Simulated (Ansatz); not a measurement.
# La2O3 (P-3m1): converging the G0W0 gap, part 2 of 2

Aim: see how the G0W0 gap of La2O3 (P-3m1) on PBE moves with empty bands and screening cutoff, and what each rung costs.

Ansatz 0.2.0; G0W0 on PBE, plane waves, PAW. Known limits of the many-body steps: not at the basis limit; f levels unsure; no spin-orbit coupling; coarse k mesh.

So far. Step 4 (525 empty bands, screening to 200 eV): Against the run with 6×6×4 mesh, 244 empty bands, screening to 120 eV, the gap moves by +0.11 eV.

## (5) Changing the k mesh: 6×6×2 mesh, 244 empty bands, screening to 120 eV

Only the mesh changes. It samples the long-range screening, which converges on its own terms. Bands and cutoff differ from the step before, so it is read against an earlier run that matches them.

input.yaml

```yaml
crystal:
  lattice:
    - [3.930777878, 0.0, 0.0]
    - [-1.965388939, 3.404153499, 0.0]
    - [0.0, 0.0, 6.11195352]
  atoms:
    - { symbol: La, position: [0.66666667, 0.33333333, 0.75376432] }
    - { symbol: La, position: [0.33333333, 0.66666667, 0.24623568] }
    - { symbol: O, position: [0.66666667, 0.33333333, 0.35410935] }
    - { symbol: O, position: [0.33333333, 0.66666667, 0.64589065] }
    - { symbol: O, position: [0.0, 0.0, 0.0] }
kpoints:
  mp_grid: { grid: [6, 6, 2] }
hamiltonian:
  xc: pbe
scf:
  occupations: { method: fixed }
gw:
  n_empty_bands: 244
  ecut_chi: 120
  qp_bands: [v2, c2]
  qp_kpoints: band_edges
  screening: { model: contour_deformation }
```

Run with:

```console
ansatz run input.yaml --threads 3 --pin off --max-ram 64512MiB --backend cuda --events-out ev --progress --plain --runs-dir out --devices 1 --max-vram 24GiB  # rebuilt from the run's record
```

Numbers of over 12 decimals in the logs are rounded to 6 here.

Output:

```text
GPUs: using 1 of 1 available (devices: 1).
[...]
GPU FFT provider: cuFFT
GPU libraries: cuBLAS 13.8.2, cuFFT 12.4.0, cuSOLVER 12.3.4
Crystal: 5 atoms, lattice volume = 81.784 Å³
Basis set: ecut = 420 eV, 1641 PW (Γ)
Bands: 25, of which v1, the nominal top of the filled ones, is band 20 counted from 1 (19 counted from 0)
Symmetry: 12 space group operations
[...]
k-points: 14 of 72
[...]
12    22     14.4160   -14.6405    -7.2672   -24.6284  0.7583    17.3171    17.1367  root ?
    13    19      9.4324   -24.8869     4.3530   -20.0413  0.7407     8.9362     8.9398  root
    13    20      9.4852   -25.5211     4.2585   -20.8070  0.7515     9.0270     9.0297  root
    13    21     13.9477   -11.6842    -5.4902   -18.9873  0.7881    15.8101    15.7607  root
    13    22     14.5206   -13.6865    -6.9299   -23.0973  0.7633    17.1432    17.0015  root ?
[key lines of the parts left out:]
SCF converged after 7 iterations
Free energy (F): -14212.057189 eV
Fermi energy:    9.711240 eV
```

Run time: 13 s. Hardware: 1 × NVIDIA H100 80GB HBM3 (shared by 3 runs) with 3 threads of AMD EPYC 7R13 (Zen 3), shared host; peak memory 1.3 GiB.

This step gave:

```
bands summed                                 : 264
RPA ε∞ on this mesh (eigenvalues)            : 4.536, 4.612, 4.612
plane waves in the screening matrix          : 251
G0W0 gap on the mesh                         : 5.371 eV
k of the valence top                         : 0, -0.5, -0.5
k of the conduction bottom                   : 0.3333, 0.3333, 0
starting gap on the mesh                     : 3.843 eV
least direct G0W0 gap on the computed points : 5.478 eV
```

Against the run with 6×6×4 mesh, 244 empty bands, screening to 120 eV, the gap moves by −0.002 eV.

## (6) Changing the frequency model: 6×6×4 mesh, 244 empty bands, screening to 120 eV, plasmon pole

A plasmon pole stands in for the full frequency dependence of the screening; this run shows what that costs in accuracy.

input.yaml: that of step 5 with these lines changed.

```diff
@@ -12,3 +12,3 @@
 kpoints:
-  mp_grid: { grid: [6, 6, 2] }
+  mp_grid: { grid: [6, 6, 4] }
 hamiltonian:
@@ -22,2 +22,2 @@
   qp_kpoints: band_edges
-  screening: { model: contour_deformation }
+  screening: { model: godby_needs }
```

Output:

```text
GPUs: using 1 of 1 available (devices: 1).
[...]
GPU FFT provider: cuFFT
GPU libraries: cuBLAS 13.8.2, cuFFT 12.4.0, cuSOLVER 12.3.4
Crystal: 5 atoms, lattice volume = 81.784 Å³
Basis set: ecut = 420 eV, 1641 PW (Γ)
Bands: 25, of which v1, the nominal top of the filled ones, is band 20 counted from 1 (19 counted from 0)
Symmetry: 12 space group operations
[...]
k-points: 24 of 144
[...]
10    22     14.5672   -17.2361    -8.0737   -29.1504  0.7905    18.5161    18.4078  root ?
[...]
23    19      9.4341   -24.8787     4.3847   -20.0395  0.7697     8.9785     8.9796  root
    23    20      9.4832   -25.5236     4.3149   -20.8077  0.7767     9.0812     9.0822  root
    23    21     13.9466   -11.6796    -5.4113   -18.9873  0.8152    15.8628    15.8429  root
    23    22     14.5203   -13.6901    -6.6961   -23.1029  0.8037    17.2791    17.2370  root
[key lines of the parts left out:]
SCF converged after 7 iterations
Free energy (F): -14212.060295 eV
Fermi energy:    9.712589 eV
```

Elapsed: 63 s, on 1 × NVIDIA H100 80GB HBM3 (shared by 3 runs) with 3 threads; peak memory 2.1 GiB; 2.2 min of CPU time.

Numbers from this step:

```
bands summed                                 : 264
plasmon-pole fit frequency                   : 25.97 eV
RPA ε∞ on this mesh (eigenvalues)            : 4.511, 4.608, 4.608
plane waves in the screening matrix          : 251
G0W0 gap on the mesh                         : 5.341 eV
k of the valence top                         : 0, -0.5, -0.5
k of the conduction bottom                   : 0.3333, 0.3333, 0
starting gap on the mesh                     : 3.841 eV
least direct G0W0 gap on the computed points : 5.445 eV
```

Against the run with 6×6×4 mesh, 244 empty bands, screening to 120 eV, the gap moves by −0.03 eV.

## (7) Changing the files: 6×6×4 mesh, 244 empty bands, screening to 120 eV, hard PAW files

Other atomic data (hard PAW) test the pseudisation: the cutoff goes from 420 to 930 eV, with the same valence electrons.

input.yaml: that of step 6 with these lines changed.

```diff
@@ -15,2 +15,3 @@
   xc: pbe
+  pseudopotentials: { kind: paw, source: ansatz }
 scf:
@@ -22,2 +23,2 @@
   qp_kpoints: band_edges
-  screening: { model: godby_needs }
+  screening: { model: contour_deformation }
```

Output:

```text
GPUs: using 1 of 1 available (devices: 1).
[...]
GPU FFT provider: cuFFT
GPU libraries: cuBLAS 13.8.2, cuFFT 12.4.0, cuSOLVER 12.3.4
Crystal: 5 atoms, lattice volume = 81.784 Å³
Basis set: ecut = 930 eV, 5203 PW (Γ)
Bands: 25, of which v1, the nominal top of the filled ones, is band 20 counted from 1 (19 counted from 0)
Symmetry: 12 space group operations
[...]
k-points: 24 of 144
[...]
22    22     14.6081   -16.1743    -7.9400   -27.1377  0.7477    17.8878    17.6314  root ?
    23    19      9.5113   -24.8771     4.3378   -20.0368  0.7411     9.0051     9.0088  root
    23    20      9.5596   -25.5208     4.2513   -20.8028  0.7515     9.0900     9.0929  root
    23    21     14.0281   -11.5821    -5.4810   -18.8263  0.7886    15.8375    15.7915  root
    23    22     14.6074   -13.5249    -6.9033   -22.8447  0.7643    17.1545    17.0238  root ?
[key lines of the parts left out:]
SCF converged after 10 iterations
Free energy (F): -14269.961880 eV
Fermi energy:    9.789316 eV
```

It took 62 s on 1 × NVIDIA H100 80GB HBM3 (shared by 3 runs) with 3 threads; peak memory 1.9 GiB; 81 s of CPU time.

This step gave:

```yaml
bands_summed: 264
rpa_eps_infinity_on_this_mesh_eigenvalues: 4.509, 4.605, 4.605
plane_waves_in_the_screening_matrix: 251
g0w0_gap_on_the_mesh: 5.350 eV
k_of_the_valence_top: 0, -0.5, -0.5
k_of_the_conduction_bottom: 0.3333, 0.3333, 0
starting_gap_on_the_mesh: 3.843 eV
least_direct_g0w0_gap_on_the_computed_points: 5.463 eV
```

Against the run with 6×6×4 mesh, 244 empty bands, screening to 120 eV, the gap moves by −0.02 eV.

## (8) Side by side

Times are wall times on 1 × NVIDIA H100 80GB HBM3 (shared by 3 runs) with 3 threads of AMD EPYC 7R13 (Zen 3), shared host, good to a factor of about two.

```tsv
mesh	files	frequency	bands summed	cutoff (eV)	start (eV)	G0W0 (eV)	time	host memory (GiB)
6×6×4	default PAW	contour deformation	106	60	3.841	5.389	19 s	1.2
6×6×4	default PAW	contour deformation	264	120	3.841	5.373	31 s	1.5
6×6×4	default PAW	contour deformation	545	200	3.841	5.479	44 s	2.4
6×6×2	default PAW	contour deformation	264	120	3.843	5.371	13 s	1.3
6×6×4	default PAW	plasmon pole	264	120	3.841	5.341	63 s	2.1
6×6×4	hard PAW	contour deformation	264	120	3.843	5.350	62 s	1.9
```

How the two edges are built up, in eV (the quasiparticle level is the starting level plus Σx plus Σc less Vxc):

```tsv
run	edge	start	Σx	Σc	Vxc	Z	QP
106 bands	valence top	9.71	-25.14	4.64	-20.35	0.75	9.56
106 bands	conduction bottom	13.57	-9.21	-4.24	-14.84	0.81	14.95
264 bands	valence top	9.71	-25.14	4.32	-20.35	0.74	9.24
264 bands	conduction bottom	13.57	-9.21	-4.58	-14.84	0.81	14.62
545 bands	valence top	9.71	-25.14	4.08	-20.35	0.74	9.01
545 bands	conduction bottom	13.57	-9.21	-4.71	-14.84	0.81	14.49
```

## (9) What came out

```json
{
  "106 bands, 60 eV": "5.389 eV",
  "264 bands, 120 eV": "5.373 eV",
  "545 bands, 200 eV": "5.479 eV",
  "mesh and start": "6×6×4, PBE"
}
```

From 106 to 545 bands the gap moves by +0.09 eV while the time grows 2.3-fold. Σc changes by −0.55 eV at the valence top and −0.46 eV at the conduction bottom, so the levels themselves move more than the gap between them. The gap turns back along the series, so no limit is drawn from it. On the 6×6×2 mesh in place of 6×6×4 the gap differs by −0.002 eV, of which +0.002 eV is already in the start. The plasmon-pole model gives −0.03 eV against contour deformation, 2 % of the correction, and saved no time in this program. Hard PAW files move the gap by −0.02 eV at equal bands and cutoff, +0.002 eV of it in the start. Empty 4f levels lie among the conduction bands. Their place in the start is unsure; it enters the screening, and the edge itself where they lie low. The many-body steps are scalar-relativistic: spin-orbit coupling is not in them.

[Paths, hosts, dates, memory and timing lines, banners, echoed tables and standing remarks are left out of the program output.]

[Logs are printed without paths, hosts, clocks, repeated set-up lines and the standing remarks that a program may print on its own settings, such as how far it seeks lower states.]

[Runs of the session that timed out or met a known fault of the program may be left out.]

[Cells called generated may have been cut or substituted from an entry of the Crystallography Open Database or the Materials Project.]

[Hosts, paths, dates, database ids (printed as entryN), source tags and the programs' standing remarks are cut or masked in the printed files.]
